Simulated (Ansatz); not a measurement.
# Optical response of KBr

What colour and refractive index does KBr have at this level of theory?

Main program and level: Ansatz 0.2.0; DFT, PBE, plane-wave PAW, default files, scalar-relativistic, independent-particle optical response without local fields.

**1. The structure**

It takes space group Fm-3m (No. 225, cubic). The conventional cell has a = 6.600 Å, b = 6.600 Å, c = 6.600 Å, α = 90.00°, β = 90.00°, γ = 90.00°. Nearest to Br lie 6 K at 3.30 Å. K has 6 Br at 3.30 Å nearest. Farther neighbours and most contacts between anions are not listed.

**2. Ground state and bands**

The self-consistent density comes first; it also tells whether there is a gap, which decides the occupations and the need for a Drude term.

This step: DFT, PBE, plane-wave PAW, default files, scalar-relativistic, ground state (Ansatz 0.2.0).

input.yaml reads:

```yaml
crystal:
  lattice:
    - [0.0, 3.3, 3.3]
    - [3.3, 0.0, 3.3]
    - [3.3, 3.3, 0.0]
  atoms:
    - { symbol: Br, position: [0.5, 0.5, 0.5] }
    - { symbol: K, position: [0.0, 0.0, 0.0] }
kpoints:
  mp_grid: { grid: [6, 6, 6] }
  band_path:
    path:
      - [[0.0, 0.0, 0.0], [0.5, 0.0, 0.5], [0.5, 0.25, 0.75], [0.375, 0.375, 0.75], [0.0, 0.0, 0.0], [0.5, 0.5, 0.5], [0.625, 0.25, 0.625], [0.5, 0.25, 0.75], [0.5, 0.5, 0.5], [0.375, 0.375, 0.75]]
      - [[0.625, 0.25, 0.625], [0.5, 0.0, 0.5]]
    npoints: 6
scf:
  occupations: { method: fermi_dirac, width: 0.05 }
  n_extra_bands: 6
hamiltonian:
  xc: pbe
  pseudopotentials: { kind: paw }
output:
  forces: true
  stress: true
  populations: true
  write_bands: true
  write_density: true
  write_potential: true
  elf: true
  volumetric_format: npy
```

Run with:

```bash
ansatz run input.yaml --threads 4 --pin off --max-ram 8192MiB --backend cpu --events-out ev --progress --plain --runs-dir out
```

Numbers of over 12 decimals in the logs are rounded to 6 here.

Log:

```text
scf.n_extra_bands = 6 over 8 filled bands (N_el = 16.0): the run solves 14 bands
Engine: ansatz 0.2.0, aarch64-unknown-linux-gnu
Pseudopotentials: kind: paw
Pseudopotential: Br, paw, valence charge 7, recommended cutoff 420 eV (normal), Br.paw.azcp
Pseudopotential: K, paw, valence charge 9, recommended cutoff 420 eV (normal), K.paw.azcp
Functional definition: PBE
  parameter kappa = 0.804
  parameter beta = 0.066725
  exchange = pbe_x(kappa = kappa, mu = beta*pi^2/3)
  correlation = pbe_c(beta = beta)
Crystal: 2 atoms, lattice volume = 71.874 Å³
Basis set: ecut = 420 eV, 1411 PW (Γ), exchange–correlation on 64×64×64 points (8 copies of the dense FFT grid, shifted against one another)
Bands: 14, of which v1, the nominal top of the filled ones, is band 8 counted from 1 (7 counted from 0)
Symmetry: 48 space group operations
Space group: Fm-3m (ITA 225), of the structure as read, at distance tolerance 4.2e-5 Å
k-points: 16 of 216
Non-local potential: Br, projectors of the file, l = 0: 2, l = 1: 2, l = 2: 2
Non-local potential: K, projectors of the file, l = 0: 3, l = 1: 2, l = 2: 2
PAW form: soft (Blöchl's): semilocal exchange-correlation on the pseudo side does not see the compensation charge
PAW one-centre angular grid: Br, 110 points (default); XC on 64 Gauss nodes
PAW one-centre angular grid: K, 110 points (default); XC on 64 Gauss nodes
Initial density: superposition of atomic densities (neutral atoms: chi_scale 0, normalization atom), corrected by the library's trained network
Initial wavefunctions: pseudopotential atomic-orbital guess
Functional: x = pbe(κ = 0.804, μ = 0.219515), c = pbe(β = 0.066725)
SCF iter   1: F=—  HF=-4324.496605 eV  |F-HF|=—  |Δ(HF+E_count)|=         —  Δρ=1.54e-4  dr2=1.23e-5  ethr=1.77e-3  ⟨swp⟩=7.1  Hψ=1526  notcnv=0
preconditioner: auto → none  [insulator: Δε(μ)=4.426 eV  Ē_g=15.403 eV  σ=0.050 eV  W_gap=1.00  n_scr=14 (ndim 8)  ℏωp=16.4 eV  f_vac=0.056  D(μ)=0.00/eV (n_scr^D=0)  ε∞_Penn≈2.1]
SCF iter   2: F=—  HF=-4324.496532 eV  |F-HF|=—  |Δ(HF+E_count)|=   7.34e-5  Δρ=1.96e-4  dr2=4.47e-5  ethr=7.67e-8  ⟨swp⟩=3.4  Hψ=623  notcnv=0
SCF iter   3: F=—  HF=-4324.496527 eV  |F-HF|=—  |Δ(HF+E_count)|=   5.34e-6  Δρ=5.76e-5  dr2=1.81e-6  ethr=7.67e-8  ⟨swp⟩=2.0  Hψ=312  notcnv=0
SCF iter   4: F=—  HF=-4324.496531 eV  |F-HF|=—  |Δ(HF+E_count)|=   4.74e-6  Δρ=2.13e-5  dr2=2.17e-7  ethr=1.13e-8  ⟨swp⟩=2.0  Hψ=312  notcnv=0
SCF iter   5: F=—  HF=-4324.496532 eV  |F-HF|=—  |Δ(HF+E_count)|=   7.49e-7  Δρ=9.56e-6  dr2=1.04e-7  ethr=1.36e-9  ⟨swp⟩=2.0  Hψ=248  notcnv=0
SCF iter   6: F=-4324.496532 eV  HF=-4324.496532 eV  |F-HF|=7.44e-9  |Δ(HF+E_count)|=   5.05e-9  Δρ=2.89e-6  dr2=1.00e-8  ethr=6.25e-10  ⟨swp⟩=11.2  Hψ=1549  notcnv=0
SCF 1 converged in 6 iterations: F = -4324.496532 eV  dr2 = 1.00e-8
  greatest PAW one-centre occupation: 0.987 electrons in one spin orbital (limit 2), on the K atom at site 1 (counted from 0), in its partial waves of l = 0
NSCF: frozen V_eff on 62 k-points
SCF converged after 6 iterations
Free energy (F): -4324.496532 eV
Harris-Foulkes:  -4324.496532 eV  (|F-HF|=7.44e-9)
Internal energy: -4324.496532 eV  (E = F + TS)
E sigma→0 (E₀):  -4324.496532 eV
Fermi energy:    3.342497 eV
--- Per-component energies (eV) ---
  E_band       = -133.512091
  E_kinetic    = 388.472038
  E_local      = -838.835159  (includes V_loc(G=0)·N_el)
  E_nonlocal   = 82.863998
  E_hartree    = 271.999589
  E_xc         = -400.625270
  E_vxc        = -269.645570  (∫ρ·V_xc dr)
  E_paw        = -3028.385878  (= ΣΔE_a)
  E_vpaw       = -40.364796  (= ΣTr[D̂ρ^β])
  E_aug_tail   = -0.000004  (compensation charges beyond the density's cutoff)
  E_ewald      = -799.985846
  E_smearing   = -0.000000  (= −TS)
  E_closure    = -0.000000  (closes the sum)
  Σ components = -4324.496532   (vs F -4324.496532, Δ=0.00e0)
--- Forces (eV/Å), atoms counted from 1 ---
  atom   1  Br     0.00000000     0.00000000     0.00000000
  atom   2  K     -0.00000000     0.00000000     0.00000000
  max |Σ_I F_I| component: 4.60e-30 eV/Å
--- Stress (GPa, compression-positive) ---
        0.717912      -0.000000      -0.000000
       -0.000000       0.717912      -0.000000
       -0.000000      -0.000000       0.717912
  P = ⅓ Tr σ = 0.7179 GPa (7.179 kbar)
--- Band table (eV; the first three rows and the last of 16) ---
  k-point 0: bands = [... 4 lower, -10.1842, 1.0691, 1.0691, 1.0691, 5.5045, 8.6734, 8.6734, 8.6734, ... 2 higher]
  k-point 1: bands = [... 4 lower, -10.1157, 0.7038, 0.9804, 0.9804, 6.1605, 8.5336, 8.9962, 8.9962, ... 2 higher]
  k-point 2: bands = [... 4 lower, -9.9925, 0.1312, 0.8140, 0.8140, 7.2681, 8.7874, 9.8577, 9.8577, ... 2 higher]
  k-point 15: bands = [... 4 lower, -10.1193, 0.3624, 0.5929, 0.6213, 7.6651, 8.9937, 9.3619, 10.2984, ... 2 higher]
--- Löwdin populations: 2 sites ---
  site symbol       q [e]
     0     Br      7.6605
     1      K      8.2877
  spilling = 0.003233 (of n_electrons = 16.000000)
```

The job ended after 1.3 s (4 threads of Arm Neoverse V1, shared host; peak memory 0.26 GiB).

Numbers from this step:

* free energy: -4324.4965 eV
* Fermi energy: 3.342 eV
* gap by band count: 4.435 eV
* electrons: 16
* symmetry operations: 48
* pressure: 0.7179 GPa
* gap on the k-mesh: 4.435 eV
* volume: 71.87 Å³
* gap on the path: 4.435 eV
* least direct gap on the path: 4.435 eV

There is a gap, 4.44 eV on the path, so no carriers' term is needed. The cell is left with a pressure of 0.7 GPa, as it stands unrelaxed at this level.

Electronic bands along the path, in eV, zero at the Fermi level; v1 is the highest filled band, c1 the lowest empty one:

```
    point     v3     v2     v1    c1    c2    c3    c4
        Γ  -2.27  -2.27  -2.27  2.16  5.33  5.33  5.33
  halfway  -2.98  -2.44  -2.44  3.63  4.26  6.56  6.77
        X  -3.09  -2.56  -2.56  3.59  4.93  7.08  7.23
  halfway  -3.02  -2.69  -2.66  4.01  5.39  6.46  7.12
        W  -2.86  -2.86  -2.81  5.11  5.11  5.99  6.72
  halfway  -2.94  -2.89  -2.67  4.54  5.79  5.92  6.83
        K  -2.97  -2.91  -2.60  4.32  5.88  6.19  6.89
  halfway  -3.06  -2.52  -2.52  3.88  5.00  6.10  6.61
        Γ  -2.27  -2.27  -2.27  2.16  5.33  5.33  5.33
  halfway  -2.94  -2.45  -2.45  3.41  5.21  6.03  6.03
        L  -3.45  -2.61  -2.61  4.32  5.96  7.46  7.46
  halfway  -3.28  -2.72  -2.61  4.62  5.67  6.78  7.25
        U  -2.97  -2.91  -2.60  4.32  5.88  6.19  6.89
  halfway  -2.94  -2.89  -2.67  4.54  5.79  5.92  6.83
        W  -2.86  -2.86  -2.81  5.11  5.11  5.99  6.72
  halfway  -3.23  -2.74  -2.63  4.74  5.53  6.61  7.03
        L  -3.45  -2.61  -2.61  4.32  5.96  7.46  7.46
  halfway  -3.28  -2.72  -2.61  4.62  5.67  6.78  7.25
        K  -2.97  -2.91  -2.60  4.32  5.88  6.19  6.89
jump to U  -2.97  -2.91  -2.60  4.32  5.88  6.19  6.89
  halfway  -3.06  -2.67  -2.57  3.80  5.19  6.84  7.23
        X  -3.09  -2.56  -2.56  3.59  4.93  7.08  7.23
```

The electronic bands as a text plot (rows in eV, shown from -3.5 to 6.2 only):

```
    5.9 |+ ++       ++++++   +++  +   + ++++  ++++++   ++++  +
    5.5 | +         ++    +    +++ +++ +    ++   +   ++    ++ +
    5.1 |++       ++  +    ++++++++++++           +++          ++
    4.7 |  ++   ++   ++   +++               ++   +  ++     ++
    4.3 |    +++    +  +++              ++++  +++     +++++  +
    3.9 |     ++   +         ++        +                      ++
    3.5 |    +  +++                   +                         +
    3.1 |  ++                  +
    2.7 |                           ++
    2.3 |++                     ++++
    1.9 |
    1.5 |
    1.1 |
    0.7 |
    0.3 |
   -0.1 |
   -0.5 |
   -0.9 |
   -1.3 |
   -1.7 |
   -2.1 |
   -2.5 |***********    *************************    ************
   -2.9 |  ***      *********  *      *    ************   ******
   -3.3 |     ******      *****        ********     *********  **
         Γ       X    W  K        Γ      L     U  W     L   K|U X
```

ELF in the ac plane of the conventional cell at fractional y = 0.000, with atoms of Br and K within 0.2 Å of it. It is the smooth field of the valence electrons, not physical close to the nuclei.

Ten even steps from '0' (0.01) to '9' (0.86), each cell a mean:
```
898217982169930699
996116998899820489
652004899998610146
100001467765300000
332100011110000123
987410012320003689
999720268974005899
489830599997216996
049931698799317981
169930699898217982
899820489996116998
998610146652004899
765300000100001467
110000123332100011
320003689987410012
974005899999720268
997216996489830599
799317981049931698
```

Valence density in the ac plane of the conventional cell at fractional y = 0.000, with atoms of Br and K within 0.2 Å of it. It is the smooth field of the valence electrons, not physical close to the nuclei.

Ten even steps from '0' (0.0 e/Å³) to '9' (4.1 e/Å³), each cell a mean:
```
962000121121000048
530000012221000014
100000001110000000
000000000000000000
000000000000000000
000000000000000000
210000002210000011
221000036741000122
022000159972000121
121000048962000121
221000014530000012
110000000100000001
000000000000000000
000000000000000000
000000000000000000
210000011210000002
741000122221000036
972000121022000159
```

**3. Spectrum**

With the density converged, the vertical transitions are summed over the zone.

This step: DFT, PBE, plane-wave PAW, default files, scalar-relativistic, independent-particle optical response without local fields (Ansatz 0.2.0).

input.yaml, the sections that differ from step 2:

```yaml
kpoints:
  mp_grid: { grid: [6, 6, 6] }
scf:
  occupations: { method: fixed }
output:
  optics:
    e_range: [0, 22]
    de: 0.05
    sigma: 0.1
    nscf_kmesh: { grid: [10, 10, 10] }
    bands: { spectra_wanted_up_to: 22 }
# crystal, hamiltonian: as in step 2
```

Log:

```text
[...]
Crystal: 2 atoms, lattice volume = 71.874 Å³
Basis set: ecut = 420 eV, 1411 PW (Γ)
Bands: 12, of which v1, the nominal top of the filled ones, is band 8 counted from 1 (7 counted from 0)
Symmetry: 48 space group operations
[...]
k-points: 16 of 216
[...]
SCF iter   1: F=—  HF=-4324.496677 eV  |F-HF|=—  |Δ(HF+E_count)|=         —  Δρ=1.66e-4  dr2=1.39e-5  ethr=1.77e-3  ⟨swp⟩=5.2  Hψ=1050  notcnv=0  defer=28
[...]
SCF iter  10: F=-4324.496606 eV  HF=-4324.496606 eV  |F-HF|=0.00e0  |Δ(HF+E_count)|=  6.37e-12  Δρ=3.38e-9  dr2=4.18e-15  ethr=1.00e-12  ⟨swp⟩=4.4  Hψ=786  notcnv=0
SCF 1 converged in 10 iterations: F = -4324.496606 eV  dr2 = 4.18e-15
[...]
NSCF: frozen V_eff on 47 k-points
[...]
output.optics: what the bands over the 43 summed would add to eps1, eps2 and the energy-loss function is held between a lower and an upper bound (4 Lanczos steps). eps1, eps2 and their loss function (loss_summed_bands) are given on every row as the summed bands alone make them. Along an axis, on a row where the two bounds hold the loss function to about 1 % of the greater of itself and 0.5 % of |1/eps|, its cell (loss_completed) is given, with the completed eps1 and eps2 that it is formed of (a cell that is left empty reads nan in the table and null in the record). The two bounds hold it so along every axis on all 441 rows up to 22.000 eV. [rest of the remark cut]
SCF converged after 10 iterations
Free energy (F): -4324.496606 eV
[...]
Internal energy: -4324.496606 eV  (E = F + TS)
E sigma→0 (E₀):  -4324.496606 eV
Fermi energy:    1.069191 eV
[...]
--- Band table (eV; the first three rows and the last of 16) ---
  k-point 0: bands = [... 4 lower, -10.1842, 1.0692, 1.0692, 1.0692, 5.5046, 8.6735, 8.6735, 8.6735]
  k-point 1: bands = [... 4 lower, -10.1156, 0.7039, 0.9805, 0.9805, 6.1606, 8.5337, 8.9963, 8.9963]
  k-point 2: bands = [... 4 lower, -9.9925, 0.1313, 0.8141, 0.8141, 7.2682, 8.7875, 9.8578, 9.8578]
  k-point 15: bands = [... 4 lower, -10.1192, 0.3625, 0.5930, 0.6214, 7.6652, 8.9938, 9.3620, 10.2985]
```

Run time: 6.4 s. Hardware: 4 threads; peak memory 0.65 GiB.

Numbers from this step:

| Quantity | Value |
| --- | --- |
| electronic dielectric constant ε∞, mean over x, y and z (by symmetry where fewer were run) | 2.823 |
| absorption onset, first axis (α over 10⁴ cm⁻¹, or the direct gap if that lies higher) | 4.435 eV |
| main peak of Im epsilon, first axis | 9.244 eV |
| centre of weight of the strongest loss peak in the window | 11.29 eV |
| least direct gap on the mesh | 4.435 eV |
| bands summed | 43 |
| spectra valid up to | 31.79 eV |
| program's estimate of the k-sum error in Im epsilon | 0.42 % |
| electrons in the f-sum | 13.39 |

Table of Im ε, any direction by photon energy; read off at these points:

```csv
photon energy (eV),"Im ε, any direction"
4.00,0
4.50,0.194
5.00,0.609
5.50,0.843
6.00,1.11
6.50,2.95
7.00,5.03
7.50,3.83
8.00,2.53
8.50,1.85
9.00,4.03
9.25,5.20
9.50,3.81
10.00,3.27
10.50,2.03
11.00,1.04
11.50,0.650
12.00,0.919
12.50,1.10
13.00,0.583
13.50,0.228
14.00,0.245
14.40,2.25
14.50,1.79
14.90,2.31
15.00,2.12
15.50,0.782
16.00,0.662
16.50,0.296
17.00,0.276
17.50,0.688
18.00,1.03
18.50,1.05
19.00,0.840
19.50,0.556
20.00,1.17
20.50,1.86
20.75,2.34
21.00,1.95
21.50,1.12
22.00,1.60
```

Re ε, any direction against photon energy:

photon energy (eV), Re ε, any direction and a bar from the least value:
```
      0.0       2.82 ##################
      0.5       2.83 ##################
      1.0       2.85 ##################
      1.5       2.88 ##################
      2.0       2.93 ###################
      2.5       3.01 ###################
      3.0       3.11 ###################
      3.5       3.25 ####################
      4.0       3.48 #####################
      4.5       4.00 ########################
      5.0       4.07 ########################
      5.5       4.26 #########################
      6.0       4.83 ############################
      6.5       5.29 ##############################
      7.0       3.56 ######################
      7.5       1.07 ##########
      8.0       1.49 ############
      8.5       2.32 ################
      9.0       3.17 ####################
      9.5      -0.05 ####
     10.0      -0.68 #
     10.5      -0.89 
     11.0      -0.60 #
     11.5       0.41 ######
     12.0       0.55 #######
     12.5       0.38 ######
     13.0       0.57 #######
     13.5       0.86 ########
     14.0       2.04 ##############
     14.5       0.87 #########
     15.0       0.06 #####
     15.5       0.29 ######
     16.0       0.32 ######
     16.5       0.65 #######
     17.0       1.10 ##########
     17.5       1.42 ###########
     18.0       1.16 ##########
     18.5       0.96 #########
     19.0       0.94 #########
     19.5       1.30 ###########
     20.0       1.52 ############
     20.5       1.42 ###########
     21.0       0.09 #####
     21.5       0.20 #####
     22.0       0.83 ########
```

The reflectivity at normal incidence, any direction has structure finer than the step of the table below, so its rows give means over 1 eV, whole bins alone (the curve runs from 0 to 22 eV). Peaks (eV: height): 7.0: 23.8, 9.4: 29.0, 11.1: 36.2, 12.6: 10.8, 14.4: 12.6, 15.1: 21.0, 21.2: 18.8.

Table of reflectivity at normal incidence, any direction by photon energy; means over each step:

| photon energy (eV) | reflectivity at normal incidence, any direction (%) |
| --- | --- |
| 1 | 6.56 |
| 2 | 6.92 |
| 3 | 7.66 |
| 4 | 9.31 |
| 5 | 11.7 |
| 6 | 15.4 |
| 7 | 22.3 |
| 8 | 14.0 |
| 9 | 20.3 |
| 10 | 28.8 |
| 11 | 27.6 |
| 12 | 6.65 |
| 13 | 5.40 |
| 14 | 4.98 |
| 15 | 14.4 |
| 16 | 6.77 |
| 17 | 1.09 |
| 18 | 4.22 |
| 19 | 3.38 |
| 20 | 5.49 |
| 21 | 15.9 |

Values under 1 per cm are given as 1. Absorption coefficient, any direction against photon energy:

```csv
photon energy (eV),"absorption coefficient, any direction (1/cm)"
0.00,1
1.00,1
2.00,1
3.00,1
4.00,1
5.00,76338
6.00,1.5e5
7.00,8.1e5
8.00,6.9e5
9.00,9.0e5
10.00,1.4e6
11.00,1.1e6
12.00,6.2e5
13.00,4.6e5
14.00,1.2e5
15.00,1.5e6
16.00,7.4e5
17.00,2.2e5
18.00,8.1e5
19.00,7.7e5
20.00,9.0e5
21.00,2.1e6
22.00,1.6e6
```

The loss function −Im 1/ε at q → 0, any direction has structure finer than the step of the table below, so its rows give means over 0.5 eV, whole bins alone (the curve runs from 0 to 22 eV). Peaks (eV: height): 11.25: 2.05, 12.75: 1.17, 16.10: 1.29, 18.65: 0.579, 21.60: 0.887.

Table of loss function −Im 1/ε at q → 0, any direction by energy loss; means over each step:

| energy loss (eV) | loss function −Im 1/ε at q → 0, any direction |
| --- | --- |
| 4.0 | 0 |
| 4.5 | 0.0124 |
| 5.0 | 0.0355 |
| 5.5 | 0.0445 |
| 6.0 | 0.0474 |
| 6.5 | 0.0802 |
| 7.0 | 0.135 |
| 7.5 | 0.243 |
| 8.0 | 0.293 |
| 8.5 | 0.215 |
| 9.0 | 0.157 |
| 9.5 | 0.245 |
| 10.0 | 0.303 |
| 10.5 | 0.434 |
| 11.0 | 0.896 |
| 11.5 | 1.22 |
| 12.0 | 0.754 |
| 12.5 | 0.855 |
| 13.0 | 0.933 |
| 13.5 | 0.345 |
| 14.0 | 0.0976 |
| 14.5 | 0.374 |
| 15.0 | 0.538 |
| 15.5 | 1.06 |
| 16.0 | 1.14 |
| 16.5 | 0.621 |
| 17.0 | 0.229 |
| 17.5 | 0.282 |
| 18.0 | 0.424 |
| 18.5 | 0.522 |
| 19.0 | 0.531 |
| 19.5 | 0.316 |
| 20.0 | 0.305 |
| 20.5 | 0.334 |
| 21.0 | 0.518 |
| 21.5 | 0.841 |

[end of part 1 of 2]

[Logs are printed without paths, hosts, clocks, repeated set-up lines and the standing remarks that a program may print on its own settings, such as how far it seeks lower states.]

[Hosts, paths, dates, database ids (printed as entryN), source tags and the programs' standing remarks are cut or masked in the printed files.]
